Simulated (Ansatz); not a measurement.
# H4C2SeSO2 (Pc): converging the G0W0 gap, part 2 of 2

Wanted: a G0W0 gap for H4C2SeSO2 (Pc) that is converged in bands and cutoff, or an estimate of the limit.

Ansatz 0.2.0; G0W0 on PBE, plane waves, PAW; PAW set soft_1. Known limits of the many-body steps: not at the basis limit; no spin-orbit coupling; coarse k mesh.

So far. Step 4 (1091 empty bands, screening to 160 eV): Against the run with 4×4×2 mesh, 507 empty bands, screening to 96 eV, PAW set soft_1 files, the gap moves by +0.05 eV.

## Step 5: Changing the k mesh: 2×2×2 mesh, 507 empty bands, screening to 96 eV, PAW set soft_1 files

Only the mesh changes. It samples the long-range screening, which converges on its own terms. Bands and cutoff differ from the step before, so it is read against an earlier run that matches them.

input.yaml

```yaml
crystal:
  lattice:
    - [5.6201, 0.0, 0.0]
    - [0.0, 5.429, 0.0]
    - [-4.1064155037, 0.0, 7.782155437]
  atoms:
    - { symbol: H, position: [0.9903275064, 0.7473635647, 0.4660418871] }
    - { symbol: H, position: [0.9903275064, 0.2526364353, 0.9660418871] }
    - { symbol: H, position: [0.9526666536, 0.4949916995, 0.3188623577] }
    - { symbol: H, position: [0.9526666536, 0.5050083005, 0.8188623577] }
    - { symbol: H, position: [0.3242621606, 0.9254302466, -0.0008390993] }
    - { symbol: H, position: [0.3242621606, 0.0745697534, 0.4991609007] }
    - { symbol: H, position: [0.4578783155, 0.1133202744, 0.1941292844] }
    - { symbol: H, position: [0.4578783155, 0.8866797256, 0.6941292844] }
    - { symbol: C, position: [0.8719629278, 0.6686019466, 0.3380623345] }
    - { symbol: C, position: [0.8719629278, 0.3313980534, 0.8380623345] }
    - { symbol: C, position: [0.4713629967, 0.9401030733, 0.1349322238] }
    - { symbol: C, position: [0.4713629967, 0.0598969267, 0.6349322238] }
    - { symbol: Se, position: [0.4847737869, 0.6468803937, 0.274117174] }
    - { symbol: Se, position: [0.4847737869, 0.3531196063, 0.774117174] }
    - { symbol: S, position: [0.8080090367, 0.8871242417, 0.1698405285] }
    - { symbol: S, position: [0.8080090367, 0.1128757583, 0.6698405285] }
    - { symbol: O, position: [0.9794800703, 0.1049310127, 0.2322299963] }
    - { symbol: O, position: [0.9794800703, 0.8950689873, 0.7322299963] }
    - { symbol: O, position: [0.8018265455, 0.7599013105, 0.0217933131] }
    - { symbol: O, position: [0.8018265455, 0.2400986895, 0.5217933131] }
kpoints:
  mp_grid: { grid: [2, 2, 2] }
hamiltonian:
  xc: pbe
  pseudopotentials: { kind: paw, azcp: { folder: soft_1 } }
scf:
  occupations: { method: fixed }
gw:
  n_empty_bands: 507
  ecut_chi: 96
  qp_bands: [v4, c4]
  qp_kpoints: band_edges
  screening: { model: contour_deformation }
```

Started as:

```
> ansatz run input.yaml --threads 2 --pin off --max-ram 92160MiB --backend cuda --events-out ev --progress --plain --runs-dir out --devices 1 --max-vram 13GiB
```

Numbers of over 12 decimals in the logs are rounded to 6 here.

What it wrote:

```text
GPUs: using 1 of 1 available (devices: 1).
[...]
GPU FFT provider: cuFFT
GPU libraries: cuBLAS 13.8.2, cuFFT 12.4.0, cuSOLVER 12.3.4
Crystal: 20 atoms, lattice volume = 237.445 Å³
Basis set: ecut = 420 eV, 4629 PW (Γ)
Bands: 66, of which v1, the nominal top of the filled ones, is band 46 counted from 1 (45 counted from 0)
Symmetry: 2 space group operations
[...]
k-points: 8
[...]
0    50      7.4804    -8.4923    -4.2402   -14.1439  0.8102     8.9225     8.8919  root
[...]
7    47      6.1313    -9.1997    -3.5480   -14.0122  0.8136     7.4131     7.3959  root
     7    48      6.1313    -9.1997    -3.5480   -14.0122  0.8136     7.4131     7.3959  root
     7    49      6.8651    -9.0044    -3.9081   -14.2640  0.8112     8.2391     8.2166  root
     7    50      6.8651    -9.0044    -3.9081   -14.2640  0.8112     8.2391     8.2166  root
[key lines of the parts left out:]
SCF converged after 11 iterations
Free energy (F): -16138.390938 eV
Fermi energy:    2.917743 eV
```

The job ended after 20 s (1 × NVIDIA H100 80GB HBM3 (shared by 6 runs) with 2 threads of AMD EPYC 7R13 (Zen 3), shared host; peak memory 1.8 GiB).

Numbers from this step:

```
bands summed                                 : 553
RPA ε∞ on this mesh (eigenvalues)            : 2.659, 2.870, 3.158
plane waves in the screening matrix          : 513
G0W0 gap on the mesh                         : 5.643 eV
k of the valence top                         : -0.5, -0.5, 0
k of the conduction bottom                   : -0.5, 0, 0
starting gap on the mesh                     : 2.986 eV
least direct G0W0 gap on the computed points : 5.915 eV
```

Against the run with 4×4×2 mesh, 507 empty bands, screening to 96 eV, PAW set soft_1 files, the gap moves by +0.010 eV.

## Step 6: Changing the frequency model: 4×4×2 mesh, 1091 empty bands, screening to 160 eV, plasmon pole, PAW set soft_1 files

A plasmon pole stands in for the full frequency dependence of the screening; this run shows what that costs in accuracy. Bands and cutoff differ from the step before, so it is read against an earlier run that matches them.

Edit input.yaml of step 5 so:

```diff
@@ -27,3 +27,3 @@
 kpoints:
-  mp_grid: { grid: [2, 2, 2] }
+  mp_grid: { grid: [4, 4, 2] }
 hamiltonian:
@@ -34,6 +34,6 @@
 gw:
-  n_empty_bands: 507
-  ecut_chi: 96
+  n_empty_bands: 1091
+  ecut_chi: 160.0
   qp_bands: [v4, c4]
   qp_kpoints: band_edges
-  screening: { model: contour_deformation }
+  screening: { model: godby_needs }
```

What it wrote:

```text
GPUs: using 1 of 1 available (devices: 1).
[...]
GPU FFT provider: cuFFT
GPU libraries: cuBLAS 13.8.2, cuFFT 12.4.0, cuSOLVER 12.3.4
Crystal: 20 atoms, lattice volume = 237.445 Å³
Basis set: ecut = 420 eV, 4629 PW (Γ)
Bands: 66, of which v1, the nominal top of the filled ones, is band 46 counted from 1 (45 counted from 0)
Symmetry: 2 space group operations
[...]
k-points: 18 of 32 (time reversal used)
[...]
0    50      7.4753    -8.5315    -4.2919   -14.1484  0.8253     8.8098     8.8002  root
[...]
17    47      6.1250    -9.2865    -3.5599   -14.0166  0.8263     7.3015     7.2952  root
    17    48      6.1250    -9.2865    -3.5599   -14.0166  0.8263     7.3015     7.2952  root
    17    49      6.8595    -9.0584    -3.9486   -14.2674  0.8249     8.1280     8.1199  root
    17    50      6.8595    -9.0584    -3.9486   -14.2674  0.8249     8.1280     8.1199  root
[key lines of the parts left out:]
SCF converged after 11 iterations
Free energy (F): -16138.448997 eV
Fermi energy:    2.908312 eV
```

It took 5.7 min on 1 × NVIDIA H100 80GB HBM3 (shared by 6 runs) with 2 threads; peak memory 8.9 GiB.

Numbers from this step:

```yaml
bands_summed: 1137
plasmon_pole_fit_frequency: 23.11 eV
rpa_eps_infinity_on_this_mesh_eigenvalues: 2.633, 2.778, 3.005
plane_waves_in_the_screening_matrix: 1083
g0w0_gap_on_the_mesh: 5.749 eV
k_of_the_valence_top: -0.5, -0.5, 0
k_of_the_conduction_bottom: -0.5, 0, 0
starting_gap_on_the_mesh: 2.989 eV
least_direct_g0w0_gap_on_the_computed_points: 6.024 eV
```

Against the run with 4×4×2 mesh, 1091 empty bands, screening to 160 eV, PAW set soft_1 files, the gap moves by +0.07 eV.

## Step 7: Changing the files and raising the bands: 4×4×2 mesh, 1617 empty bands, screening to 208 eV, hard PAW files

Other atomic data (hard PAW) test the pseudisation: the cutoff goes from 420 to 930 eV, with the same valence electrons. Bands and screening cutoff change too, so the step is no clean test of the files.

This step: G0W0 on PBE, plane waves, PAW.

Edit input.yaml of step 6 so:

```diff
@@ -30,3 +30,3 @@
   xc: pbe
-  pseudopotentials: { kind: paw, azcp: { folder: soft_1 } }
+  pseudopotentials: { kind: paw, source: ansatz }
 scf:
@@ -34,6 +34,6 @@
 gw:
-  n_empty_bands: 1091
-  ecut_chi: 160.0
+  n_empty_bands: 1617
+  ecut_chi: 208.0
   qp_bands: [v4, c4]
   qp_kpoints: band_edges
-  screening: { model: godby_needs }
+  screening: { model: contour_deformation }
```

What it wrote:

```text
GPUs: using 1 of 1 available (devices: 1).
[...]
GPU FFT provider: cuFFT
GPU libraries: cuBLAS 13.8.2, cuFFT 12.4.0, cuSOLVER 12.3.4
Crystal: 20 atoms, lattice volume = 237.445 Å³
Basis set: ecut = 930 eV, 15281 PW (Γ)
Bands: 66, of which v1, the nominal top of the filled ones, is band 46 counted from 1 (45 counted from 0)
Symmetry: 2 space group operations
[...]
k-points: 18 of 32 (time reversal used)
[...]
0    50      7.7363    -8.5361    -4.4808   -14.1479  0.8092     8.8839     8.8672  root
[...]
17    47      6.3834    -9.2874    -3.7411   -14.0169  0.8141     7.3810     7.3717  root
    17    48      6.3834    -9.2874    -3.7411   -14.0169  0.8141     7.3810     7.3717  root
    17    49      7.1190    -9.0598    -4.1360   -14.2666  0.8111     8.2023     8.1897  root
    17    50      7.1190    -9.0598    -4.1360   -14.2666  0.8111     8.2023     8.1897  root
[key lines of the parts left out:]
SCF converged after 11 iterations
Free energy (F): -16138.472065 eV
Fermi energy:    3.164246 eV
```

The job ended after 8.5 min (1 × NVIDIA H100 80GB HBM3 (shared by 6 runs) with 2 threads; peak memory 18 GiB).

This step gave:

| Item | Value |
| --- | --- |
| bands summed | 1663 |
| RPA ε∞ on this mesh (eigenvalues) | 2.630, 2.775, 3.002 |
| plane waves in the screening matrix | 1641 |
| G0W0 gap on the mesh | 5.692 eV |
| k of the valence top | -0.5, -0.5, 0 |
| k of the conduction bottom | -0.5, 0, 0 |
| starting gap on the mesh | 2.992 eV |
| least direct G0W0 gap on the computed points | 5.965 eV |

Against the run with 4×4×2 mesh, 1091 empty bands, screening to 160 eV, PAW set soft_1 files, the gap moves by +0.013 eV.

## Step 8: Convergence and cost

Times are wall times on 1 × NVIDIA H100 80GB HBM3 (shared by 6 runs) with 2 threads of AMD EPYC 7R13 (Zen 3), shared host, good to a factor of about two.

| mesh | files | frequency | bands summed | cutoff (eV) | start (eV) | G0W0 (eV) | time | host memory (GiB) |
| --- | --- | --- | --- | --- | --- | --- | --- | --- |
| 4×4×2 | PAW set soft_1 | contour deformation | 225 | 48 | 2.989 | 5.516 | 31 s | 1.6 |
| 4×4×2 | PAW set soft_1 | contour deformation | 553 | 96 | 2.989 | 5.633 | 69 s | 2.8 |
| 4×4×2 | PAW set soft_1 | contour deformation | 1137 | 160 | 2.989 | 5.679 | 3 min | 6.3 |
| 2×2×2 | PAW set soft_1 | contour deformation | 553 | 96 | 2.986 | 5.643 | 20 s | 1.8 |
| 4×4×2 | PAW set soft_1 | plasmon pole | 1137 | 160 | 2.989 | 5.749 | 5.7 min | 8.9 |
| 4×4×2 | hard PAW | contour deformation | 1663 | 208 | 2.992 | 5.692 | 8.5 min | 18 |

The parts of the quasiparticle energy at the two band edges (eV; QP = start + Σx + Σc − Vxc):

| run | edge | start | Σx | Σc | Vxc | Z | QP |
| --- | --- | --- | --- | --- | --- | --- | --- |
| 225 bands | valence top | 2.91 | -18.12 | 2.35 | -14.74 | 0.81 | 1.88 |
| 225 bands | conduction bottom | 5.90 | -9.24 | -3.09 | -13.83 | 0.82 | 7.39 |
| 553 bands | valence top | 2.91 | -18.12 | 1.95 | -14.74 | 0.80 | 1.48 |
| 553 bands | conduction bottom | 5.90 | -9.24 | -3.37 | -13.83 | 0.82 | 7.11 |
| 1137 bands | valence top | 2.91 | -18.12 | 1.73 | -14.74 | 0.80 | 1.25 |
| 1137 bands | conduction bottom | 5.90 | -9.24 | -3.55 | -13.83 | 0.82 | 6.93 |

## Step 9: Results

| Item | Value |
| --- | --- |
| 225 bands, 48 eV | 5.516 eV |
| 553 bands, 96 eV | 5.633 eV |
| 1137 bands, 160 eV | 5.679 eV |
| estimated limit in bands and cutoff | 5.72 eV |
| mesh and start | 4×4×2, PBE |

**Reading.** A line in one over the bands through the two highest rungs gives 5.72 eV, +0.04 eV from the top rung; the pair below gives 5.71 eV, in fair agreement. The rungs stand 0.21 eV (225 bands), 0.09 eV (553 bands) and 0.04 eV (1137 bands) from it. From 225 to 1137 bands the gap moves by +0.16 eV while the time grows 5.8-fold. Σc changes by −0.63 eV at the valence top and −0.46 eV at the conduction bottom, so the levels themselves move more than the gap between them. On the 2×2×2 mesh in place of 4×4×2 the gap differs by +0.01 eV, of which −0.003 eV is already in the start. The plasmon-pole model gives +0.07 eV against contour deformation, 3 % of the correction, and saved no time in this program. With hard PAW files and 1663 bands the gap is 5.69 eV; the line for the PAW set soft_1 files gives 5.69 eV at that count, a difference of −0.001 eV that holds the line's own error too. The cheapest rung within 0.1 eV of this estimate is that with 553 bands (69 s). The many-body steps are scalar-relativistic: spin-orbit coupling is not in them.

[Paths, hosts, dates, memory and timing lines, banners, echoed tables and standing remarks are left out of the program output.]

[Logs are printed without paths, hosts, clocks, repeated set-up lines and the standing remarks that a program may print on its own settings, such as how far it seeks lower states.]

[Runs of the session that timed out or met a known fault of the program may be left out.]

[Cells called generated may have been cut or substituted from an entry of the Crystallography Open Database or the Materials Project.]

[Hosts, paths, dates, database ids (printed as entryN), source tags and the programs' standing remarks are cut or masked in the printed files.]
